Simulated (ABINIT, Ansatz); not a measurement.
# Quasiparticle gap of CsCaBr3 (Pm-3m) in ABINIT, part 2 of 2

Wanted: ground state, empty states, screening and self-energy for CsCaBr3 (Pm-3m).

ABINIT 10.8.3; LDA and many-body steps on it, plane waves. Known limits of the many-body steps: not at the basis limit; no spin-orbit coupling; coarse k mesh.

So far. Step 2 (Ground state): The gap is indirect, with the least direct gap 0.25 eV higher. Step 3 (Empty states on the mesh, 2×2×2 mesh, 631 bands): On this mesh the gap is 4.079 eV.

**4. Screening, 2×2×2 mesh, 575 bands, screening to 217.7 eV**

The RPA dielectric matrix is built and inverted for each q.

This step: RPA screening on LDA, plane waves, norm-conserving pseudopotentials.

Contents of run.abi:

```
acell 3*1.0 Angstrom
rprim 
  5.708665730000 0.000000000000 0.000000000000
  0.000000000000 5.708665730000 0.000000000000
  0.000000000000 0.000000000000 5.708665730000
ntypat 3
znucl 55 20 35
natom 5
typat 1 2 3 3 3
xred 
  0.000000000000 0.000000000000 0.000000000000
  0.500000000000 0.500000000000 0.500000000000
  0.500000000000 0.000000000000 0.500000000000
  0.000000000000 0.500000000000 0.500000000000
  0.500000000000 0.500000000000 0.000000000000
pp_dirpath "pseudos"
pseudos "Cs.upf, Ca.upf, Br.upf"
ecut 30
ngkpt 2 2 2
nshiftk 1
shiftk 0 0 0
kptopt 1
chksymbreak 0
istwfk *1
occopt 1
irdwfk 1
optdriver 3
nband 575
ecuteps 8
inclvkb 2
awtr 1
symchi 1
indata_prefix "in"
outdata_prefix "out"
tmpdata_prefix "tmp"
```

Run with:

```console
$ OMP_NUM_THREADS=1 mpirun -n 4 abinit run.abi > log
```

Numbers of over 12 decimals in the logs are rounded to 6 here.

Log:

```text
.Version 10.8.3 of ABINIT. v10.8.2 released Aug 2026.

 Symmetries : space group Pm -3 m (#221); Bravais cP (primitive cubic)
[... echo of the input left out ...]
== DATASET  1 ==================================================================
-   mpi_nproc: 4, omp_nthreads: 1 (-1 if OMP is not activated)

--- !DatasetInfo
iteration_state: {dtset: 1, }
dimensions: {natom: 5, nkpt: 4, mband: 575, nsppol: 1, nspinor: 1, nspden: 1, mpw: 9952, }
cutoff_energies: {ecut:  30.0, pawecutdg:  -1.0, }
electrons: {nelect:   4.00000000E+01, charge:   0.00000000E+00, occopt:   1.00000000E+00, tsmear:   1.00000000E-02, }

 SCREENING: Calculation of the susceptibility and dielectric matrices

 Based on a program developped by R.W. Godby, V. Olevano, G. Onida, and L. Reining.
 Incorporated in ABINIT by V. Olevano, G.-M. Rignanese, and M. Torrent.
.Using double precision arithmetic ; gwpc =  8

[... cell and pseudopotentials left out ...]
--------------------------------------------------------------------------------

 ==== K-mesh for the wavefunctions ====
 Number of points in the irreducible wedge :     4
[... list of points left out ...]
 Together with 48 symmetry operations and time-reversal symmetry
 yields     8 points in the full Brillouin Zone.

 ==== Q-mesh for the screening function ====
 Number of points in the irreducible wedge :     4
[... list of points left out ...]
 Together with 48 symmetry operations and time-reversal symmetry
 yields     8 points in the full Brillouin Zone.

 setmesh: FFT mesh size selected  =    45x   45x   45
          total number of points  =        91125

 vcoul_init : cutoff-mode = AUXILIARY_FUNCTION
 q-points for optical limit:   1
     1)      0.000010    0.000020    0.000030

- screening: taking advantage of time-reversal symmetry
- Maximum band index for partially occupied states nbvw = 20
- Remaining bands to be divided among processors   nbcw = 555
- Number of bands treated by each node ~138

 Number of electrons calculated from density =   40.0000; Expected =   40.0000
 average of density, n =  0.031861
 r_s =    1.9568
 omega_plasma =   17.2181 [eV]

 calculating chi0 at frequencies [eV] :
  1    0.000000E+00    0.000000E+00
  2    0.000000E+00    1.721811E+01

--------------------------------------------------------------------------------
  q-point number  1        q = ( 0.000000, 0.000000, 0.000000) [r.l.u.]
--------------------------------------------------------------------------------
[... chi0 elements left out ...]
 For q-point:  0.000010 0.000020 0.000030
  dielectric constant =   3.2043
  dielectric constant without local fields =   3.7822

  Average fulfillment of the sum rule on Im[epsilon] for q-point    1 :     92.02  [%]
[... wings left out ...]
  q-point number  2        q = ( 0.500000, 0.000000, 0.000000) [r.l.u.]
--------------------------------------------------------------------------------
[... chi0 elements left out ...]
  Average fulfillment of the sum rule on Im[epsilon] for q-point    2 :     94.02  [%]

 [... 2 further q-points ...]
```

Elapsed: 6.9 min, on 4 MPI ranks of Arm Neoverse V1, shared host; peak memory 4.9 GiB.

Numbers from this step:

```
ε∞ with local fields, on this mesh, along the program's q direction : 3.204
the same without local fields                                       : 3.782
plasma frequency                                                    : 17.22 eV
plane waves in the screening matrix                                 : 1357
```

Local fields lower ε∞ by 15 %. On a Γ-centred mesh this coarse the value itself is usually too large, while a short band sum pulls it down.

**5. Self-energy, 2×2×2 mesh, 575 bands, screening to 217.7 eV**

The self-energy is evaluated for the states that the input lists, and the levels follow from it, in one-shot runs by the linearised quasiparticle equation.

This step: G0W0 on LDA, plane waves, norm-conserving pseudopotentials.

Edit run.abi of step 4 so:

```diff
@@ -26,8 +26,17 @@
 irdwfk 1
-optdriver 3
+optdriver 4
 nband 575
+gwcalctyp 0
+ecutsigx 30
+symsigma 1
+nkptgw 2
+kptgw 
+  0.5000000000 0.5000000000 0.5000000000
+  0.0000000000 0.0000000000 0.0000000000
+bdgw 
+  18 23
+  18 24
 ecuteps 8
-inclvkb 2
-awtr 1
-symchi 1
+irdscr 1
+ppmodel 1
 indata_prefix "in"
```

Log:

```text
.Version 10.8.3 of ABINIT. v10.8.2 released Aug 2026.

 Symmetries : space group Pm -3 m (#221); Bravais cP (primitive cubic)
[... echo of the input left out ...]
== DATASET  1 ==================================================================
-   mpi_nproc: 4, omp_nthreads: 1 (-1 if OMP is not activated)

--- !DatasetInfo
iteration_state: {dtset: 1, }
dimensions: {natom: 5, nkpt: 4, mband: 575, nsppol: 1, nspinor: 1, nspden: 1, mpw: 9952, }
cutoff_energies: {ecut:  30.0, pawecutdg:  -1.0, }
electrons: {nelect:   4.00000000E+01, charge:   0.00000000E+00, occopt:   1.00000000E+00, tsmear:   1.00000000E-02, }

 SIGMA: Calculation of the GW corrections

 Based on a program developped by R.W. Godby, V. Olevano, G. Onida, and L. Reining.
 Incorporated in ABINIT by V. Olevano, G.-M. Rignanese, and M. Torrent.
.Using double precision arithmetic ; gwpc =  8

[... cell and pseudopotentials left out ...]
--------------------------------------------------------------------------------

 ==== K-mesh for the wavefunctions ====
 Number of points in the irreducible wedge :     4
[... list of points left out ...]
 Together with 48 symmetry operations and time-reversal symmetry
 yields     8 points in the full Brillouin Zone.

 ==== Q-mesh for screening function ====
 Number of points in the irreducible wedge :     4
[... list of points left out ...]
 Together with 48 symmetry operations and time-reversal symmetry
 yields     8 points in the full Brillouin Zone.

 vcoul_init : cutoff-mode = AUXILIARY_FUNCTION
 q-points for optical limit:   1
     1)      0.000010    0.000020    0.000030
 setmesh: FFT mesh size selected  =    54x   54x   54
          total number of points  =       157464

 Number of electrons calculated from density =   40.0000; Expected =   40.0000
 average of density, n =  0.031861
 r_s =    1.9568
 omega_plasma =   17.2181 [eV]

 === KS Band Gaps ===
  >>>> For spin  1
   Minimum direct gap =   4.3325 [eV], located at k-point      :   0.0000  0.0000  0.0000
   Fundamental gap    =   4.0789 [eV], Top of valence bands at :   0.5000  0.5000  0.5000
                                       Bottom of conduction at :   0.0000  0.0000  0.0000
 SIGMA fundamental parameters:
 PLASMON POLE MODEL  1
 number of plane-waves for SigmaX                 9795
 number of plane-waves for SigmaC and W           1357
 number of plane-waves for wavefunctions          9795
 number of bands                                   575
 number of independent spin polarizations            1
 number of spinorial components                      1
 number of k-points in IBZ                           4
 number of q-points in IBZ                           4
 number of symmetry operations                      48
 number of k-points in BZ                            8
 number of q-points in BZ                            8
 number of frequencies for dSigma/dE                 9
 frequency step for dSigma/dE [eV]                0.25
 number of omega for Sigma on real axis              0
 max omega for Sigma on real axis  [eV]           0.00
 zcut for avoiding poles [eV]                     0.10

 EPSILON^-1 parameters (SCR file):
 dimension of the eps^-1 matrix on file           1357
 dimension of the eps^-1 matrix used              1357
 number of plane-waves for wavefunctions          9795
 number of bands                                   575
 number of q-points in IBZ                           4
 number of frequencies                               2
 number of real frequencies                          1
 number of imag frequencies                          1

 matrix elements of self-energy operator (all in [eV])

 Perturbative Calculation

--- !SelfEnergy_ee
iteration_state: {dtset: 1, }
kpoint     : [   0.500,    0.500,    0.500, ]
spin       : 1
KS_gap     :    5.719
QP_gap     :    8.184
Delta_QP_KS:    2.465
data: !SigmaeeData |
     Band     E0 <VxcDFT>   SigX SigC(E0)      Z dSigC/dE  Sig(E)    E-E0       E
       18   0.587 -12.794 -16.353   1.742   0.799  -0.252 -14.246  -1.452  -0.865
       19   0.587 -12.794 -16.353   1.742   0.799  -0.252 -14.246  -1.452  -0.865
       20   0.587 -12.794 -16.353   1.742   0.799  -0.252 -14.246  -1.452  -0.865
       21   6.306  -7.934  -3.495  -3.240   0.844  -0.184  -6.921   1.013   7.319
       22   6.306  -7.934  -3.495  -3.240   0.844  -0.184  -6.921   1.013   7.319
       23   6.306  -7.934  -3.495  -3.240   0.844  -0.184  -6.921   1.013   7.319

--- !SelfEnergy_ee
iteration_state: {dtset: 1, }
kpoint     : [   0.000,    0.000,    0.000, ]
spin       : 1
KS_gap     :    4.332
QP_gap     :    6.718
Delta_QP_KS:    2.386
data: !SigmaeeData |
     Band     E0 <VxcDFT>   SigX SigC(E0)      Z dSigC/dE  Sig(E)    E-E0       E
       18   0.333 -12.882 -16.438   1.737   0.800  -0.251 -14.336  -1.455  -1.121
       19   0.333 -12.882 -16.438   1.737   0.800  -0.251 -14.336  -1.455  -1.121
       20   0.333 -12.882 -16.438   1.737   0.800  -0.251 -14.336  -1.455  -1.121
       21   4.666  -7.544  -3.242  -3.205   0.849  -0.178  -6.613   0.931   5.597
       22   5.101 -11.208  -5.425  -3.746   0.824  -0.213  -9.529   1.679   6.780
       23   5.101 -11.208  -5.425  -3.746   0.824  -0.213  -9.529   1.679   6.780
       24   5.101 -11.208  -5.425  -3.746   0.824  -0.213  -9.529   1.679   6.780

== END DATASET(S) ==============================================================
================================================================================

 -outvars: echo values of variables after computation  --------
           etotal      0.0000000000E+00
            nband         575
             nkpt           4
          spgroup         221
 [... the other variables as echoed above ...]

 Calculation completed.
```

Run time: 10 min. Hardware: 4 MPI ranks; peak memory 6.2 GiB.

Numbers from this step:

| Quantity | Value |
| --- | --- |
| G0W0 gap on the points computed | 6.462 eV |
| starting gap on the mesh | 4.079 eV |
| k of the valence top | 0.5, 0.5, 0.5 |
| k of the conduction bottom | 0, 0, 0 |
| Z at the valence top | 0.799 |
| Z at the conduction bottom | 0.849 |
| least direct G0W0 gap on the computed points | 6.718 eV |

The gap on the mesh goes from 4.08 eV to 6.46 eV, a correction of +2.38 eV.

Limits: finite bands, cutoff and mesh; no spin-orbit coupling; coarse k mesh. v1 is the top filled band, c1 the lowest empty one. Levels before and after the correction, in eV, zero at the valence-band top of each column:

```csv
,conduction bottom,valence top
Kohn-Sham,4.08,0.00
G0W0,6.46,0.00
```

```csv
,level,energy (eV)
Kohn-Sham,(0.5 0.5 0.5) v3-v1,0.000
Kohn-Sham,(0.5 0.5 0.5) c1-c3,5.719
Kohn-Sham,Γ v3-v1,-0.254
Kohn-Sham,Γ c1,4.079
Kohn-Sham,Γ c2-c4,4.514
G0W0,(0.5 0.5 0.5) v3-v1,0.000
G0W0,(0.5 0.5 0.5) c1-c3,8.184
G0W0,Γ v3-v1,-0.256
G0W0,Γ c1,6.462
G0W0,Γ c2-c4,7.645
```

**6. Where the time went**

Times are wall times on 4 MPI ranks of Arm Neoverse V1, shared host, good to a factor of about two.

```csv
step,time,share,memory (GiB)
ground state,43 s,2 %,0.41
empty states on the mesh,12 min,39 %,0.81
screening,6.9 min,23 %,4.9
self-energy,10 min,35 %,6.2
```

**7. Outcome**

| Quantity | Value |
| --- | --- |
| LDA gap | 4.08 eV, indirect |
| G0W0 gap on the mesh | 6.46 eV |
| GW settings | 2×2×2 mesh, 575 bands, screening to 217.7 eV, Godby-Needs plasmon pole |
| known limits | not at the basis limit; no spin-orbit coupling; coarse k mesh |

**Reading.** G0W0 moves the gap on the mesh from 4.08 eV to 6.46 eV (+2.38 eV), with Z of 0.80 and 0.85 at the edges. Local fields lower the RPA ε∞ on this mesh from 3.78 to 3.20; a Γ-centred mesh this coarse tends to raise both, most where the direct gap is narrow, while a short band sum lowers them. Only 2 of the mesh's irreducible points were corrected, so a valley elsewhere could overtake. Bands and cutoff are finite, so the gap is not at the basis limit. The miss can reach some tenths of an eV and take either sign; the mesh is an error of its own. In the G0W0 run levels were corrected at 2 k points alone, so a gap called «on the mesh» is the least over those, and an edge elsewhere would be missed. The 2×2×2 mesh is coarse for this cell, which bears on the long-range parts of exchange and screening. This is the ideal cubic cell; many perovskites, halides above all, are cubic only on average, and local tilts or off-centring can widen the gap. The many-body steps are scalar-relativistic: spin-orbit coupling is not in them.

[Paths, hosts, dates, memory and timing lines, banners, echoed tables and standing remarks are left out of the program output.]

[Logs are printed without paths, hosts, clocks, repeated set-up lines and the standing remarks that a program may print on its own settings, such as how far it seeks lower states.]

[Runs of the session that timed out or met a known fault of the program may be left out.]

[Hosts, paths, dates, database ids (printed as entryN), source tags and the programs' standing remarks are cut or masked in the printed files.]

[G0W0 gaps are taken among the corrected bands and points alone; a level outside them can change the order at an edge.]

[Where Ansatz stands beside ABINIT at settings called matched, ABINIT's density can come from a denser mesh and the files from another edition; pairs whose starting gaps differed by over 0.03 eV were left out, so agreement reads better than it is.]
